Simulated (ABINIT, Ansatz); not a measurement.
# AlH3 (Pm-3m): third-order response, part 3 of 3

Which lines does AlH3 (Pm-3m) show in Raman and infrared spectra?

ABINIT 10.8.3; DFT LDA, scalar-relativistic, plane waves, HGH norm-conserving pseudopotentials.

So far, mean static dielectric tensor (ions relaxed, fixed cell): step 6 (zone-centre analysis) 12.5.

The structure was built from a prototype and need not be the compound's stable phase.

## (8) The same in Ansatz

The same cell goes through another code, with its own cutoff. The potentials differ. Its k mesh is centred on Γ.

This step: DFT LDA, scalar-relativistic, plane waves, PseudoDojo norm-conserving pseudopotentials (Ansatz 0.2.0).

Contents of input.yaml:

```yaml
crystal:
  lattice:
    - [3.3834690399, 0.0, 0.0]
    - [0.0, 3.3834690399, 0.0]
    - [0.0, 0.0, 3.3834690399]
  atoms:
    - { symbol: Al, position: [0.0, 0.0, 0.0] }
    - { symbol: H, position: [0.5, 0.0, 0.0] }
    - { symbol: H, position: [0.0, 0.5, 0.0] }
    - { symbol: H, position: [0.0, 0.0, 0.5] }
kpoints:
  mp_grid: { grid: [12, 12, 12] }
hamiltonian:
  xc: lda
  pseudopotentials: { kind: nc, accuracy: standard }
scf:
  occupations: { method: fixed }
output:
  eigenvalues: true
phonons:
  method: dfpt
  dielectric: true
  rigid_motions: translations
  raman: true
```

Command:

```
$ ansatz run input.yaml --threads 2 --pin off --max-ram 4096MiB --backend cpu --events-out ev --progress --plain --runs-dir out
```

Log:

```text
Engine: ansatz 0.2.0, x86_64-unknown-linux-gnu
Pseudopotentials: kind: nc
Pseudopotential: Al, nc, valence charge 3, recommended cutoff 598.650497 eV (normal), Al.nc.azcp (PseudoDojo's, or run here from an input of PseudoDojo's; its table is named by hamiltonian.pseudopotentials.accuracy)
Pseudopotential: H, nc, valence charge 1, recommended cutoff 1006.821291 eV (normal), H.nc.azcp (PseudoDojo's, or run here from an input of PseudoDojo's; its table is named by hamiltonian.pseudopotentials.accuracy)
Functional definition: SPW92
  exchange = slater_x
  correlation = pw_c
Crystal: 4 atoms, lattice volume = 38.733 Å³
Basis set: ecut = 1006.821291 eV, 2801 PW (Γ), exchange–correlation on 72×72×72 points (8 copies of the dense FFT grid, shifted against one another)
Bands: 7, of which v1, the nominal top of the filled ones, is band 3 counted from 1 (2 counted from 0)
Symmetry: 48 space group operations
k-points: 518 of 1728 (irreducible under 2 space group operations, time reversal used)
Non-local potential: Al, projectors of the file, l = 0: 2, l = 1: 2, l = 2: 2
Non-local potential: H, projectors of the file, l = 0: 2, l = 1: 1
Initial density: superposition of atomic densities (chi_scale 0.1, normalization cell, long waves kept (reshape's long-wave potential 0.00 eV rms))
Initial wavefunctions: pseudopotential atomic-orbital guess
Functional: x = slater, c = lda
SCF iter   1: F=—  HF=-111.970661 eV  |F-HF|=—  |Δ(HF+E_count)|=         —  Δρ=9.02e-2  dr2=2.44e0  ethr=3.10e-3  ⟨swp⟩=4.6  Hψ=27785  notcnv=0  defer=956
preconditioner: auto → none  [insulator: Δε(μ)=1.445 eV  Ē_g=11.451 eV  n_scr=6 (ndim 8)  ℏωp=14.6 eV  f_vac=0.000  ε∞_Penn≈2.6]
SCF iter   2: F=—  HF=-111.185835 eV  |F-HF|=—  |Δ(HF+E_count)|=   7.85e-1  Δρ=3.11e-2  dr2=3.14e-1  ethr=3.10e-3  ⟨swp⟩=2.7  Hψ=10575  notcnv=0  defer=1006
SCF iter   3: F=—  HF=-111.073986 eV  |F-HF|=—  |Δ(HF+E_count)|=   1.12e-1  Δρ=2.00e-3  dr2=6.70e-4  ethr=3.10e-3  ⟨swp⟩=2.6  Hψ=6051  notcnv=0  defer=1015
SCF iter   4: F=—  HF=-111.074207 eV  |F-HF|=—  |Δ(HF+E_count)|=   2.21e-4  Δρ=1.67e-4  dr2=9.50e-6  ethr=1.12e-5  ⟨swp⟩=3.0  Hψ=6306  notcnv=0  defer=1029
SCF iter   5: F=—  HF=-111.074204 eV  |F-HF|=—  |Δ(HF+E_count)|=   2.46e-6  Δρ=7.69e-6  dr2=2.65e-8  ethr=1.58e-7  ⟨swp⟩=2.7  Hψ=5168  notcnv=0  defer=909
SCF iter   6: F=—  HF=-111.074204 eV  |F-HF|=—  |Δ(HF+E_count)|=   1.03e-7  Δρ=8.55e-7  dr2=9.94e-11  ethr=1.67e-12  ⟨swp⟩=9.2  Hψ=30445  notcnv=0
SCF iter   7: F=-111.074204 eV  HF=-111.074204 eV  |F-HF|=2.27e-13  |Δ(HF+E_count)|=  5.31e-11  Δρ=4.72e-8  dr2=7.58e-13  ethr=1.66e-12  ⟨swp⟩=4.6  Hψ=15372  notcnv=0
SCF 1 converged in 7 iterations: F = -111.074204 eV  dr2 = 7.58e-13
DFPT response loops at Γ: preconditioner auto → none (the input reference at scf.mixing.eps_inf says where Resta's filter doesn't serve); β = 0.50; Broyden in place of MSR1
── the response to a field inside a basis, on 12×12×12 k-points: an SCF that follows is theirs, and a resumed run solves both again ──
Bands: 4, of which v1, the nominal top of the filled ones, is band 3 counted from 1 (2 counted from 0)
k-points: 56 of 1728
Initial density: handed on by an earlier stage of this run
Initial wavefunctions: pseudopotential atomic-orbital guess (no wavefunctions were taken with the density)
Eigensolver: Dense (56 Hₖ)
SCF iter   1: F=—  HF=-111.073928 eV  |F-HF|=—  |Δ(HF+E_count)|=         —  Δρ=4.93e-5  dr2=1.37e-7  ethr=1.00e-1
preconditioner: auto → none  [insulator: Δε(μ)=0.775 eV  Ē_g=8.171 eV  n_scr=6 (ndim 8)  ℏωp=14.6 eV  f_vac=0.014  ε∞_Penn≈4.2]
SCF iter   2: F=—  HF=-111.073928 eV  |F-HF|=—  |Δ(HF+E_count)|=   1.03e-7  Δρ=2.49e-5  dr2=3.41e-8  ethr=2.28e-9
SCF iter   3: F=-111.073928 eV  HF=-111.073928 eV  |F-HF|=1.56e-12  |Δ(HF+E_count)|=   3.62e-8  Δρ=2.53e-7  dr2=9.04e-12  ethr=5.69e-10
SCF 1 converged in 3 iterations: F = -111.073928 eV  dr2 = 9.04e-12
DFPT response loops at Γ: mixed as the last ones told, above
DFPT response loops at Γ: mixed as the last ones told, above
DFPT response loops at Γ: mixed as the last ones told, above
SCF converged after 7 iterations
Free energy (F): -111.074204 eV
Harris-Foulkes:  -111.074204 eV  (|F-HF|=2.27e-13)
Internal energy: -111.074204 eV  (E = F + TS)
E sigma→0 (E₀):  -111.074204 eV
Fermi energy:    0.801438 eV
--- Per-component energies (eV) ---
  E_band       = -18.889863
  E_kinetic    = 70.775629
  E_local      = -59.328967  (includes V_loc(G=0)·N_el)
  E_nonlocal   = 2.893790
  E_hartree    = 16.679956
  E_xc         = -58.531472
  E_vxc        = -66.590225  (∫ρ·V_xc dr)
  E_ewald      = -83.563140
  E_smearing   = -0.000000  (= −TS)
  E_closure    = 0.000000  (closes the sum)
  Σ components = -111.074204   (vs F -111.074204, Δ=0.00e0)
--- Band table (eV; the first three rows and the last of 518) ---
  k-point 0: bands = ["-8.2481", "0.4132", "0.4132", "6.0217", "6.0217", "6.0217", "10.2288"]
  k-point 1: bands = ["-8.1725", "0.0833", "0.4374", "6.0880", "6.0880", "6.2189", "10.5308"]
  k-point 2: bands = ["-7.9488", "-0.7308", "0.5047", "6.2822", "6.2822", "6.6919", "11.3372"]
  k-point 517: bands = ["-2.4159", "-2.4159", "-2.4159", "1.2185", "6.1811", "6.1811", "6.1811"]
--- Phonons (Γ-DFPT): 3 representative perturbations + reference, on 518 of 1728 k-points (Σ response iterations 9) ---
  k mesh reduced under 2 symmetry operations, with k and −k counted as one. Each operation leaves every solved perturbation unchanged. A smaller set is not considered because the run solves the response to a homogeneous field
  ASR residual: 5.080e-5 → 0.000e0 eV/Å²; symmetrization residual: 3.393e-7 eV/Å²
  ASR residual per site (eV/Å²): 5.08e-5 6.33e-6 6.33e-6 6.33e-6
  Γ frequencies (cm⁻¹): 0.00 0.00 0.00 483.87 483.87 483.87 565.78 565.78 565.78 1915.65 1915.65 1915.65
  ε∞ (high-frequency dielectric tensor):
        4.131159     0.000000     0.000000
       -0.000000     4.131159    -0.000000
        0.000000     0.000000     4.131159
  ε⁰ (static dielectric tensor: ions relaxed, cell fixed):
       11.776983     0.000000    -0.000000
        0.000000    11.776983    -0.000000
       -0.000000    -0.000000    11.776983
  ε⁰ − ε∞ (ionic part):
        7.645824     0.000000    -0.000000
        0.000000     7.645824    -0.000000
       -0.000000    -0.000000     7.645824
  softest optical mode at Γ: 483.87 cm⁻¹; the repairs (sum rule, projections) moved no ω² at Γ by more than (1.68 cm⁻¹)²
  Born effective charges Z* (e; rows j = field, columns β = displacement):
    site 0:
         2.74246   -0.00000    0.00000
         0.00000    2.74246    0.00000
         0.00000    0.00000    2.74246
    site 1:
        -1.56762   -0.00000   -0.00000
        -0.00000   -0.58742    0.00000
         0.00000    0.00000   -0.58742
    site 2:
        -0.58742    0.00000    0.00000
         0.00000   -1.56762    0.00000
         0.00000    0.00000   -0.58742
    site 3:
        -0.58742    0.00000    0.00000
        -0.00000   -0.58742   -0.00000
         0.00000   -0.00000   -1.56762
  Z* charge neutrality: 2.138e-6 e pre-enforcement
  k-mesh period / interband length: 40.6 Å / 1.81 Å = 22.49 at k = (0.0000, 0.0000, 0.0000), direct gap 5.609 eV — 14 or more, which is no proof of convergence
  Raman tensors (in the event stream and the table raman_tensors.tsv): an entry may err by 6.9e-4 Å², one of the second-order susceptibility by 2.5e-20 pm/V (basis, points and sum rule); their sum over the sites missed zero by 9.917e-21 Å² ahead of its enforcement
  optical modes at Γ without the LO–TO term, one row a degenerate level:
      ω (cm⁻¹)  modes    IR ((D/Å)²/amu)  static Raman (Å⁴/amu)  depolarisation
        483.87      3            88.1306                 0.0000               —
        565.78      3             0.0000                 0.0000               —
       1915.65      3           147.2825                 0.0000               —
  optical modes at Γ + LO–TO along q̂ = [1.0000, 0.0000, 0.0000]:
      ω (cm⁻¹)  modes    IR ((D/Å)²/amu)  static Raman (Å⁴/amu)  depolarisation
        483.87      2            58.7537                 0.0000               —
        565.78      3             0.0000                 0.0000               —
        746.77      1            19.6999                 0.0000               —
       1915.65      2            98.1883                 0.0000               —
       2095.74      1            58.7711                 0.0000               —
  optical modes at Γ + LO–TO along q̂ = [0.0000, 1.0000, 0.0000]:
      ω (cm⁻¹)  modes    IR ((D/Å)²/amu)  static Raman (Å⁴/amu)  depolarisation
        483.87      2            58.7537                 0.0000               —
        565.78      3             0.0000                 0.0000               —
        746.77      1            19.6999                 0.0000               —
       1915.65      2            98.1883                 0.0000               —
       2095.74      1            58.7711                 0.0000               —
  optical modes at Γ + LO–TO along q̂ = [0.0000, 0.0000, 1.0000]:
      ω (cm⁻¹)  modes    IR ((D/Å)²/amu)  static Raman (Å⁴/amu)  depolarisation
        483.87      2            58.7537                 0.0000               —
        565.78      3             0.0000                 0.0000               —
        746.77      1            19.6999                 0.0000               —
       1915.65      2            98.1883                 0.0000               —
       2095.74      1            58.7711                 0.0000               —
```

The job ended after 2.3 min (2 threads of Intel Xeon at 2.70GHz, shared host; peak memory 1.8 GiB).

Numbers from this step:

- gap on the k-mesh: 0.4171 eV
- sum-rule residual before enforcement: 5.08e-5 eV/Å²
- miss of the charge sum rule: 2.14e-6 e
- highest optical zone-centre mode (no LO-TO term): 1916 cm⁻¹
- lowest optical zone-centre mode: 483.9 cm⁻¹
- mean high-frequency dielectric constant: 4.131
- largest Born charge in size (third of the trace): 2.743 e
- mean static dielectric constant: 11.78
- highest mode moved by the LO-TO term: 2096 cm⁻¹

Transverse modes. Lines of the infrared spectrum (strongest = 100):

```
position (cm⁻¹)  label  IR intensity ((D/Å)²/amu), degenerate modes summed, relative
            484    T1u                                                            60
            566    T2u                                                           0.0
           1916    T1u                                                           100
```

## (9) Side by side: ABINIT HGH and Ansatz, PseudoDojo

Worked out from the results:

- root-mean-square difference: 19.56 cm⁻¹
- largest difference: 31.7 cm⁻¹

Optical modes, paired by symmetry label. Frequencies side by side, by row:

```
q (reciprocal lattice)  mode  ABINIT HGH (cm⁻¹)  Ansatz, PseudoDojo (cm⁻¹)
                 0 0 0     4              472.4                      483.9
                 0 0 0     5              472.4                      483.9
                 0 0 0     6              472.4                      483.9
                 0 0 0     7              562.5                      565.8
                 0 0 0     8              562.5                      565.8
                 0 0 0     9              562.5                      565.8
                 0 0 0    10               1884                       1916
                 0 0 0    11               1884                       1916
                 0 0 0    12               1884                       1916
```

The two runs side by side. Further quantities:

```
                                                                               quantity  ABINIT HGH  Ansatz, PseudoDojo
                                                                                mean ε∞       4.189               4.131
largest Born charge in size (e; the first before, the second after the charge sum rule)       2.786               2.743
                                                       summed IR intensity ((D/Å)²/amu)       245.8               235.4
                                                         summed Raman activity (Å⁴/amu)           0                   0
```

At the zone centre the largest difference (acoustic modes at Γ apart) is 2 % of the highest mode.

## (10) What came out

```yaml
space_group_after_relaxation: Pm-3m
volume_per_atom: 9.68 Å³
highest_optical_zone_centre_mode_no_lo_to_term: 1884 cm⁻¹
lowest_optical_zone_centre_mode: 472.4 cm⁻¹
highest_mode_moved_by_the_lo_to_term: 2074 cm⁻¹
mean_high_frequency_dielectric_constant: 4.19
largest_born_charge_in_size_third_of_the_trace: 2.79 e
mean_static_dielectric_constant: 12.5
imaginary_optical_modes_at_the_zone_centre_no_q_mesh_in_this_session: none
largest_difference_from_ansatz_pseudodojo: 31.7 cm⁻¹
```

In words: No mode is Raman active in this structure; the strongest infrared line lies at 1884 cm⁻¹. At the LDA level the optical modes of AlH3 (Pm-3m) at the zone centre (no LO-TO term) run from 472 to 1884 cm⁻¹. The base run prints -0.87 GPa, mostly the error of a finite basis; the relaxation, with a smoothed and higher cutoff, had brought the cell to rest. Along the directions run, the highest mode that the macroscopic field moves lies at 2074 cm⁻¹. Lattice motion raises the mean dielectric constant from 4.189 to 12.48. ABINIT HGH and Ansatz, PseudoDojo differ by 19.6 cm⁻¹ in the root mean square and by 31.7 cm⁻¹ at most, 1.7 % of the highest mode compared (acoustic modes at Γ left out); the two use different potentials, and the cell was not relaxed for the second set. These are harmonic frequencies at zero temperature: anharmonic shifts and linewidths and thermal expansion are left out. The structure is a hypothetical one, built on a prototype.

[Host names and launcher messages were left out of these logs when they were recorded.]

[Logs are printed without paths, hosts, clocks, repeated set-up lines and the standing remarks that a program may print on its own settings, such as how far it seeks lower states.]

[Hosts, paths, dates, database ids (printed as entryN), source tags and the programs' standing remarks are cut or masked in the printed files.]
